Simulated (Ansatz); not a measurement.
# Sr2BSbO6: complex band structure, part 2 of 3

Aim: relax a made-up compound, Sr2BSbO6, and see how good a tunnel barrier it would be. It is built by putting B for Ga in the Sr2GaSbO6 structure of space group I4/m, with the volume rescaled by atomic radii. The parent structure comes from the Materials Project.

Ansatz 0.2.0; r2SCAN DFT, plane waves, PAW files (the session's first sound run).

So far. Step 2 (Relaxing the new crystal): The largest force component on a free atom ends at 0.0020 eV/Å.

The structure was built from a prototype and need not be the compound's stable phase.

## Step 3: The bulk crystal and its band edges

The energy window and the wavevectors of the next steps follow from the band edges, so these are searched first, off the mesh as well.

input.yaml reads:

```yaml
crystal:
  lattice:
    - [-2.5325849435, 2.5325849435, 4.4989249326]
    - [2.5325849435, -2.5325849435, 4.4989249326]
    - [2.5325849435, 2.5325849435, -4.4989249326]
  atoms:
    - { symbol: Sr, position: [0.75, 0.25, 0.5] }
    - { symbol: Sr, position: [0.25, 0.75, 0.5] }
    - { symbol: B, position: [0.0, 0.0, 0.0] }
    - { symbol: Sb, position: [0.5, 0.5, 0.0] }
    - { symbol: O, position: [0.824806125, 0.7373372165, 0.5621433415] }
    - { symbol: O, position: [0.2626627835, 0.824806125, 0.0874689085] }
    - { symbol: O, position: [0.7373372165, 0.175193875, 0.9125310915] }
    - { symbol: O, position: [0.175193875, 0.2626627835, 0.4378566585] }
    - { symbol: O, position: [0.7148447003, 0.7148447003, 0.0] }
    - { symbol: O, position: [0.2851552997, 0.2851552997, 0.0] }
kpoints:
  mp_grid: { grid: [6, 6, 6] }
  band_path: { path: [VBM, CBM], npoints: 30 }
scf:
  occupations: { method: fixed }
hamiltonian:
  xc: r2scan
output:
  eigenvalues: true
  write_potential: true
  write_density: true
  volumetric_format: npy
```

The run is started by

```console
> ansatz run input.yaml --threads 2 --pin off --max-ram 4096MiB --backend cpu --events-out ev --progress --plain --runs-dir out
```

Numbers of over 12 decimals in the logs are rounded to 6 here.

What it wrote:

```text
[...]
Crystal: 10 atoms, lattice volume = 115.424 Å³
Basis set: ecut = 500 eV, 2929 PW (Γ), exchange–correlation on 180×180×180 points (64 copies of the dense FFT grid, shifted against one another)
Bands: 47, of which v1, the nominal top of the filled ones, is band 37 counted from 1 (36 counted from 0)
Symmetry: 8 space group operations
[...]
k-points: 36 of 216
[...]
SCF iter   1: F=—  HF=-17183.236046 eV  |F-HF|=—  |Δ(HF+E_count)|=         —  Δρ=1.24e-2  dr2=1.76e-1  dr2_τ=5.15e-1  ethr=1.77e-3  ⟨swp⟩=5.3  Hψ=6797  notcnv=0  defer=278
[...]
SCF iter   7: F=-17183.537700 eV  HF=-17183.537700 eV  |F-HF|=1.77e-8  |Δ(HF+E_count)|=   9.82e-7  Δρ=9.10e-6  dr2=8.32e-8  dr2_τ=6.85e-9  ethr=1.35e-10  ⟨swp⟩=13.1  Hψ=9662  notcnv=0
SCF 1 converged in 7 iterations: F = -17183.537700 eV  dr2 = 8.32e-8
[...]
NSCF: frozen V_eff on 36 k-points
[...]
SCF converged after 7 iterations
Free energy (F): -17183.537700 eV
[...]
Internal energy: -17183.537700 eV  (E = F + TS)
E sigma→0 (E₀):  -17183.537700 eV
Fermi energy:    9.997870 eV
[...]
--- Band table (eV; the first three rows and the last of 36) ---
  k-point 0: bands = [... 33 lower, 8.6843, 9.1980, 9.1980, 9.5856, 12.4174, 14.5141, 14.6405, 15.9948, ... 6 higher]
  k-point 1: bands = [... 33 lower, 8.6469, 8.7069, 9.1144, 9.6569, 12.9101, 14.9074, 15.1730, 16.2184, ... 6 higher]
  k-point 2: bands = [... 33 lower, 8.4422, 8.5154, 8.5754, 9.5644, 14.0625, 15.5449, 16.3629, 17.0688, ... 6 higher]
  k-point 35: bands = [... 33 lower, 8.4943, 9.1169, 9.1169, 9.9979, 13.7121, 15.4314, 15.8880, 17.2862, ... 6 higher]
```

Elapsed: 19 s, on 2 threads of Intel Xeon Platinum 8488C (Sapphire Rapids), shared host; peak memory 0.86 GiB; 37 s of CPU time.

Numbers from this step:

| Item | Value |
| --- | --- |
| Fermi energy | 9.998 eV |
| gap on the k-mesh | 2.420 eV |
| gap on path | 2.420 eV, by band count; negative where bands overlap |
| direct gap on path | 2.832 eV |
| edge places on path | 0, 1.888 1/A along the path |

The electronic bands at the labelled points (eV, zero at the Fermi level (highest filled level under fixed occupations); v1 is the highest filled band, c1 the lowest empty one):

| point | v4 | v3 | v2 | v1 | c1 | c2 | c3 | c4 |
| --- | --- | --- | --- | --- | --- | --- | --- | --- |
| VBM | -1.50 | -0.88 | -0.88 | 0.00 | 3.71 | 5.43 | 5.89 | 7.29 |
| halfway | -1.82 | -1.60 | -1.49 | -0.53 | 4.77 | 6.53 | 7.43 | 7.59 |
| CBM | -1.31 | -0.80 | -0.80 | -0.41 | 2.42 | 4.52 | 4.64 | 6.00 |

The searched edges give 2.42 eV, as on the mesh.

## Step 4: Complex bands, plane (001)

This step: r2SCAN DFT, plane waves, PAW files; complex bands by layer matching along the plane's normal (Ansatz 0.2.0).

The same crystal is laid in a cell whose first two vectors span the (001) plane (indices of the standard conventional cell, whose axes can be ordered otherwise than in the bulk input). At fixed energy and wavevector in the plane the solver finds all kz, real and complex. A few wavevectors are listed, (0, 0) and (0.5, 0) in units of the plane's reciprocal vectors; the slowest state needn't be among them.

input.yaml reads:

```yaml
crystal:
  lattice:
    - [5.065169887, 0.0, 0.0]
    - [0.0, 5.065169887, 0.0]
    - [2.532584944, 2.532584944, 4.498924933]
  atoms:
    - { symbol: Sr, position: [0.75, 0.25, 0.5] }
    - { symbol: Sr, position: [0.25, 0.75, 0.5] }
    - { symbol: B, position: [0.0, 0.0, 0.0] }
    - { symbol: Sb, position: [0.5, 0.5, 0.0] }
    - { symbol: O, position: [0.7373372165, 0.824806125, 0.0] }
    - { symbol: O, position: [0.824806125, 0.2626627835, 0.0] }
    - { symbol: O, position: [0.175193875, 0.7373372165, 0.0] }
    - { symbol: O, position: [0.2626627835, 0.175193875, 0.0] }
    - { symbol: O, position: [0.2851552997, 0.2851552997, 0.4296894006] }
    - { symbol: O, position: [0.7148447003, 0.7148447003, 0.5703105994] }
kpoints:
  mp_grid: { grid: [6, 6, 6] }
scf:
  occupations: { method: fixed }
hamiltonian:
  xc: r2scan
output:
  eigenvalues: true
  transmission:
    leads: [[0, 0]]
    kpoints: [[0.0, 0.0], [0.5, 0.0]]
    e_range: [-1.0, 3.42]
    de: 0.07
```

What it wrote:

```text
[...]
Crystal: 10 atoms, lattice volume = 115.424 Å³
Basis set: ecut = 500 eV, 2929 PW (Γ), exchange–correlation on 160×160×180 points (64 copies of the dense FFT grid, shifted against one another)
Bands: 47, of which v1, the nominal top of the filled ones, is band 37 counted from 1 (36 counted from 0)
Symmetry: 8 space group operations
[...]
k-points: 36 of 216
[...]
SCF iter   1: F=—  HF=-17183.235890 eV  |F-HF|=—  |Δ(HF+E_count)|=         —  Δρ=1.24e-2  dr2=1.77e-1  dr2_τ=5.15e-1  ethr=1.77e-3  ⟨swp⟩=5.4  Hψ=6797  notcnv=0  defer=273
[...]
SCF iter   8: F=-17183.537700 eV  HF=-17183.537700 eV  |F-HF|=1.33e-9  |Δ(HF+E_count)|=   4.07e-8  Δρ=1.76e-6  dr2=4.12e-9  dr2_τ=1.01e-9  ethr=1.35e-10  ⟨swp⟩=13.9  Hψ=7902  notcnv=0
SCF 1 converged in 8 iterations: F = -17183.537700 eV  dr2 = 4.12e-9
[...]
transmission: 9 of 18 steps passed
transmission: 18 of 18 steps passed
SCF converged after 8 iterations
Free energy (F): -17183.537700 eV
[...]
Internal energy: -17183.537700 eV  (E = F + TS)
E sigma→0 (E₀):  -17183.537700 eV
Fermi energy:    9.997957 eV
[...]
--- Band table (eV; the first three rows and the last of 36) ---
  k-point 0: bands = [... 33 lower, 8.6843, 9.1981, 9.1981, 9.5856, 12.4174, 14.5141, 14.6404, 15.9948, ... 6 higher]
  k-point 1: bands = [... 33 lower, 8.5339, 9.1832, 9.1832, 9.7191, 12.7636, 14.8125, 14.8739, 16.3433, ... 6 higher]
  k-point 2: bands = [... 33 lower, 8.4958, 9.1411, 9.1411, 9.9055, 13.3498, 15.2081, 15.6896, 17.0584, ... 6 higher]
  k-point 35: bands = [... 33 lower, 8.3210, 8.3871, 8.4714, 9.4703, 14.7985, 16.3173, 17.3975, 17.5154, ... 6 higher]
--- Transmission ---
  basis      : 277 plane waves across, 9 finite elements along
  points     : 2, as listed
  energies   : 64 from -1.000000 to 3.410000 eV about the Fermi level, 0.070000 eV apart; the leads are filled to 1.209723 eV, and channels, transmission and decay are at 1.240000 eV
  crystal 0  : O6B1Sb1Sr2, at the sites [0, 0], period 4.4989 Å: whole cells are its period
    offset         : up to 0.0000 Å between an atom of the period and one for which it stands
    channels       : 0.000000e0 a spin
    conductance    : none, the energies end too early or step too widely for 300 K: set another output.transmission.e_range or a lower de, or, where they end at an eighth of basis.ecutwfc, a higher one
    slowest decay  : 0.2977 /Å at (0.0000, 0.0000)
```

Elapsed: 81 s, on 2 threads; peak memory 1.2 GiB; 2 min of CPU time.

Numbers from this step:

```
gap on the k-mesh                                         : 2.419 eV
level to which the leads are filled                       : 1.210 eV from the Fermi level
decay constant at the filling level, zone centre          : 0.2977 Å⁻¹
decay constant at the filling level, slowest listed point : 0.2977 Å⁻¹
```

K parallel (0, 0); values up to 1.5 1/Å, a degenerate pair printed once or twice; energies at which all values exceed this have no row. Im kz of the slowest decaying states against energy, zero at the highest filled level on the SCF mesh:

| energy (eV) | decay 1 (Å⁻¹) | decay 2 (Å⁻¹) | decay 3 (Å⁻¹) | decay 4 (Å⁻¹) |
| --- | --- | --- | --- | --- |
| -1.0000 | 0.217 | 0.271 | 0.407 | 0.456 |
| -0.7200 | 0.200 | 0.345 | 0.436 | 0.550 |
| -0.5100 | 0.142 | 0.414 | 0.476 | 0.566 |
| -0.2300 | 0.388 | 0.500 | 0.582 | 0.598 |
| -0.0200 | 0.397 | 0.509 | 0.590 | 0.649 |
| 0.2600 | 0.332 | 0.420 | 0.526 | 0.598 |
| 0.4700 | 0.373 | 0.424 | 0.504 | 0.537 |
| 0.7500 | 0.338 | 0.513 | 0.548 | 0.604 |
| 1.0300 | 0.315 | 0.556 | 0.591 | 0.604 |
| 1.2400 | 0.298 | 0.560 | 0.602 | 0.640 |
| 1.5200 | 0.272 | 0.562 | 0.598 | 0.606 |
| 1.7300 | 0.247 | 0.562 | 0.578 | 0.594 |
| 2.0100 | 0.203 | 0.542 | 0.559 | 0.586 |
| 2.2200 | 0.149 | 0.515 | 0.556 | 0.579 |
| 2.5000 | 0.481 | 0.548 | 0.568 | 0.732 |
| 2.7800 | 0.448 | 0.539 | 0.554 | 0.730 |
| 2.9900 | 0.426 | 0.529 | 0.542 | 0.728 |
| 3.2700 | 0.400 | 0.515 | 0.523 | 0.724 |

K parallel (0.5, 0); values up to 1.5 1/Å, a degenerate pair printed once or twice; energies at which all values exceed this have no row. Im kz of the slowest decaying states against energy, zero at the highest filled level on the SCF mesh:

| energy (eV) | decay 1 (Å⁻¹) | decay 2 (Å⁻¹) | decay 3 (Å⁻¹) | decay 4 (Å⁻¹) |
| --- | --- | --- | --- | --- |
| -1.00 | 0.247 | 0.425 | 0.721 | 0.762 |
| -0.79 | 0.271 | 0.444 | 0.531 | 0.827 |
| -0.65 | 0.312 | 0.486 | 0.505 | 0.856 |
| -0.44 | 0.401 | 0.497 | 0.535 | 0.890 |
| -0.30 | 0.410 | 0.450 | 0.567 | 0.909 |
| -0.09 | 0.476 | 0.508 | 0.612 | 0.929 |
| -0.02 | 0.508 | 0.523 | 0.626 | 0.921 |
| 0.05 | 0.532 | 0.536 | 0.639 | 0.913 |
| 0.26 | 0.567 | 0.592 | 0.675 | 0.885 |
| 0.40 | 0.586 | 0.640 | 0.690 | 0.862 |
| 0.61 | 0.616 | 0.712 | 0.827 | 0.987 |
| 0.75 | 0.644 | 0.719 | 0.877 | 0.999 |
| 0.96 | 0.635 | 0.677 | 0.803 | 0.839 |
| 1.10 | 0.611 | 0.671 | 0.832 | 0.845 |
| 1.31 | 0.589 | 0.672 | 0.829 | 0.863 |
| 1.45 | 0.578 | 0.673 | 0.828 | 0.868 |
| 1.66 | 0.563 | 0.676 | 0.826 | 0.869 |
| 1.80 | 0.554 | 0.677 | 0.826 | 0.868 |
| 2.01 | 0.540 | 0.678 | 0.824 | 0.866 |
| 2.15 | 0.531 | 0.678 | 0.823 | 0.863 |
| 2.36 | 0.516 | 0.677 | 0.821 | 0.858 |
| 2.50 | 0.505 | 0.677 | 0.820 | 0.853 |
| 2.71 | 0.488 | 0.675 | 0.818 | 0.846 |
| 2.85 | 0.475 | 0.673 | 0.816 | 0.840 |
| 3.06 | 0.452 | 0.669 | 0.814 | 0.830 |
| 3.20 | 0.433 | 0.667 | 0.812 | 0.822 |
| 3.41 | 0.398 | 0.662 | 0.810 | 0.810 |

At the listed wavevectors the last open channel is at -0.02 eV and the next at +2.43 eV on the grid. At +1.24 eV, the grid energy nearest the filling level (the middle of the gap on the SCF mesh), the slowest state at the listed wavevectors decays with κ = 0.298 Å⁻¹, its amplitude falling by e over 3.4 Å. Through 1 nm of this crystal that state's transmission falls by exp(−2 × 0.298 Å⁻¹ × 10 Å) = 0.0026.

## Step 5: Decaying states in the gap, plane (110)

The same for the (110) plane, at (0, 0) and (-0.5, -0.5), to see how the decay depends on direction.

input.yaml reads:

```yaml
crystal:
  lattice:
    - [5.750504199, 0.0, 0.0]
    - [1.288991765, 5.604176904, 0.0]
    - [2.230756217, -2.802088452, 3.581615975]
  atoms:
    - { symbol: Sr, position: [0.25, 0.25, 0.5] }
    - { symbol: Sr, position: [0.75, 0.75, 0.5] }
    - { symbol: B, position: [0.0, 0.0, 0.0] }
    - { symbol: Sb, position: [0.5, 0.5, 0.0] }
    - { symbol: O, position: [0.2626627835, 0.7373372165, 0.5621433415] }
    - { symbol: O, position: [0.175193875, 0.824806125, 0.0874689085] }
    - { symbol: O, position: [0.824806125, 0.175193875, 0.9125310915] }
    - { symbol: O, position: [0.7373372165, 0.2626627835, 0.4378566585] }
    - { symbol: O, position: [0.7148447003, 0.7148447003, 0.0] }
    - { symbol: O, position: [0.2851552997, 0.2851552997, 0.0] }
kpoints:
  mp_grid: { grid: [6, 6, 6] }
scf:
  occupations: { method: fixed }
hamiltonian:
  xc: r2scan
output:
  eigenvalues: true
  transmission:
    leads: [[0, 0]]
    kpoints: [[0.0, 0.0], [-0.5, -0.5]]
    e_range: [-1.0, 3.42]
    de: 0.09
```

What it wrote:

```text
[...]
Crystal: 10 atoms, lattice volume = 115.424 Å³
Basis set: ecut = 500 eV, 2929 PW (Γ), exchange–correlation on 180×180×160 points (64 copies of the dense FFT grid, shifted against one another)
Bands: 47, of which v1, the nominal top of the filled ones, is band 37 counted from 1 (36 counted from 0)
Symmetry: 8 space group operations
[...]
k-points: 36 of 216
[...]
SCF iter   1: F=—  HF=-17183.236067 eV  |F-HF|=—  |Δ(HF+E_count)|=         —  Δρ=1.24e-2  dr2=1.76e-1  dr2_τ=5.15e-1  ethr=1.77e-3  ⟨swp⟩=5.3  Hψ=6798  notcnv=0  defer=274
[...]
SCF iter   7: F=-17183.537700 eV  HF=-17183.537700 eV  |F-HF|=1.77e-8  |Δ(HF+E_count)|=   9.77e-7  Δρ=8.93e-6  dr2=8.05e-8  dr2_τ=6.48e-9  ethr=1.35e-10  ⟨swp⟩=13.2  Hψ=9666  notcnv=0
SCF 1 converged in 7 iterations: F = -17183.537700 eV  dr2 = 8.05e-8
[...]
transmission: 7 of 14 steps passed
transmission: 14 of 14 steps passed
SCF converged after 7 iterations
Free energy (F): -17183.537700 eV
[...]
Internal energy: -17183.537700 eV  (E = F + TS)
E sigma→0 (E₀):  -17183.537700 eV
Fermi energy:    9.997875 eV
[...]
--- Band table (eV; the first three rows and the last of 36) ---
  k-point 0: bands = [... 33 lower, 8.6843, 9.1980, 9.1980, 9.5856, 12.4174, 14.5141, 14.6405, 15.9948, ... 6 higher]
  k-point 1: bands = [... 33 lower, 8.6469, 8.7069, 9.1144, 9.6569, 12.9101, 14.9074, 15.1730, 16.2184, ... 6 higher]
  k-point 2: bands = [... 33 lower, 8.4422, 8.5154, 8.5754, 9.5644, 14.0625, 15.5449, 16.3629, 17.0688, ... 6 higher]
  k-point 35: bands = [... 33 lower, 8.4943, 9.1169, 9.1169, 9.9979, 13.7121, 15.4314, 15.8880, 17.2862, ... 6 higher]
--- Transmission ---
  basis      : 341 plane waves across, 7 finite elements along
  points     : 2, as listed
[...]
crystal 0  : O6Sb1B1Sr2, at the sites [0, 0], period 3.5816 Å: whole cells are its period
[...]
channels       : 0.000000e0 a spin
[...]
slowest decay  : 0.3118 /Å at (0.0000, 0.0000)
```

Elapsed: 92 s, on 2 threads; peak memory 1.4 GiB; 2.4 min of CPU time.

Numbers from this step:

* gap on the k-mesh: 2.420 eV
* decay constant at the filling level, zone centre: 0.3118 Å⁻¹
* decay constant at the filling level, slowest listed point: 0.3118 Å⁻¹

K parallel (0, 0); values up to 1.5 1/Å, a degenerate pair printed once or twice; energies at which all values exceed this have no row. The Im kz of the slowest decaying states by energy, zero at the highest filled level on the SCF mesh:

| energy (eV) | decay 1 (Å⁻¹) | decay 2 (Å⁻¹) | decay 3 (Å⁻¹) | decay 4 (Å⁻¹) |
| --- | --- | --- | --- | --- |
| -1.0000 | 0.225 | 0.341 | 0.443 | 0.523 |
| -0.7300 | 0.0955 | 0.184 | 0.222 | 0.371 |
| -0.4600 | 0.132 | 0.205 | 0.308 | 0.477 |
| -0.2800 | 0.179 | 0.238 | 0.362 | 0.508 |
| -0.0100 | 0.275 | 0.345 | 0.429 | 0.549 |
| 0.2600 | 0.299 | 0.415 | 0.479 | 0.560 |
| 0.5300 | 0.313 | 0.462 | 0.513 | 0.540 |
| 0.7100 | 0.318 | 0.485 | 0.527 | 0.536 |
| 0.9800 | 0.319 | 0.504 | 0.531 | 0.539 |
| 1.2500 | 0.312 | 0.509 | 0.526 | 0.543 |
| 1.5200 | 0.295 | 0.509 | 0.519 | 0.543 |
| 1.7900 | 0.265 | 0.506 | 0.510 | 0.541 |
| 1.9700 | 0.234 | 0.503 | 0.504 | 0.539 |
| 2.2400 | 0.157 | 0.490 | 0.502 | 0.535 |
| 2.5100 | 0.474 | 0.501 | 0.530 | 0.540 |
| 2.7800 | 0.454 | 0.501 | 0.509 | 0.524 |
| 2.9600 | 0.439 | 0.486 | 0.502 | 0.519 |
| 3.2300 | 0.411 | 0.448 | 0.503 | 0.512 |

K parallel (-0.5, -0.5); values up to 1.5 1/Å, a degenerate pair printed once or twice; energies at which all values exceed this have no row. The Im kz of the slowest decaying states by energy, zero at the highest filled level on the SCF mesh:

| energy (eV) | decay 1 (Å⁻¹) | decay 2 (Å⁻¹) | decay 3 (Å⁻¹) | decay 4 (Å⁻¹) |
| --- | --- | --- | --- | --- |
| -1.00 | 0.175 | 0.380 | 0.401 | 0.425 |
| -0.82 | 0.118 | 0.158 | 0.357 | 0.449 |
| -0.55 | 0.146 | 0.256 | 0.299 | 0.354 |
| -0.37 | 0.303 | 0.355 | 0.439 | 0.484 |
| -0.10 | 0.340 | 0.420 | 0.486 | 0.514 |
| -0.01 | 0.339 | 0.437 | 0.484 | 0.524 |
| 0.08 | 0.293 | 0.452 | 0.478 | 0.527 |
| 0.35 | 0.432 | 0.455 | 0.487 | 0.535 |
| 0.53 | 0.454 | 0.472 | 0.520 | 0.538 |
| 0.80 | 0.460 | 0.515 | 0.543 | 0.559 |
| 0.98 | 0.464 | 0.539 | 0.545 | 0.579 |
| 1.16 | 0.468 | 0.547 | 0.558 | 0.598 |
| 1.43 | 0.470 | 0.548 | 0.582 | 0.623 |
| 1.61 | 0.469 | 0.548 | 0.594 | 0.611 |
| 1.88 | 0.464 | 0.546 | 0.598 | 0.607 |
| 2.06 | 0.459 | 0.545 | 0.597 | 0.612 |
| 2.33 | 0.445 | 0.541 | 0.597 | 0.614 |
| 2.51 | 0.433 | 0.537 | 0.597 | 0.611 |
| 2.78 | 0.406 | 0.531 | 0.599 | 0.602 |
| 2.96 | 0.380 | 0.525 | 0.593 | 0.600 |
| 3.23 | 0.326 | 0.516 | 0.580 | 0.598 |
| 3.41 | 0.270 | 0.509 | 0.572 | 0.573 |

At the listed wavevectors the last open channel is at -0.01 eV and the next at +2.42 eV on the grid. At +1.25 eV, the grid energy nearest the filling level (the middle of the gap on the SCF mesh), the slowest state at the listed wavevectors decays with κ = 0.312 Å⁻¹, its amplitude falling by e over 3.2 Å; the first such run, plane (001), gave 0.298 Å⁻¹.

(Continued in part 3 of 3.)

[Logs are printed without paths, hosts, clocks, repeated set-up lines and the standing remarks that a program may print on its own settings, such as how far it seeks lower states.]

[Hosts, paths, dates, database ids (printed as entryN), source tags and the programs' standing remarks are cut or masked in the printed files.]
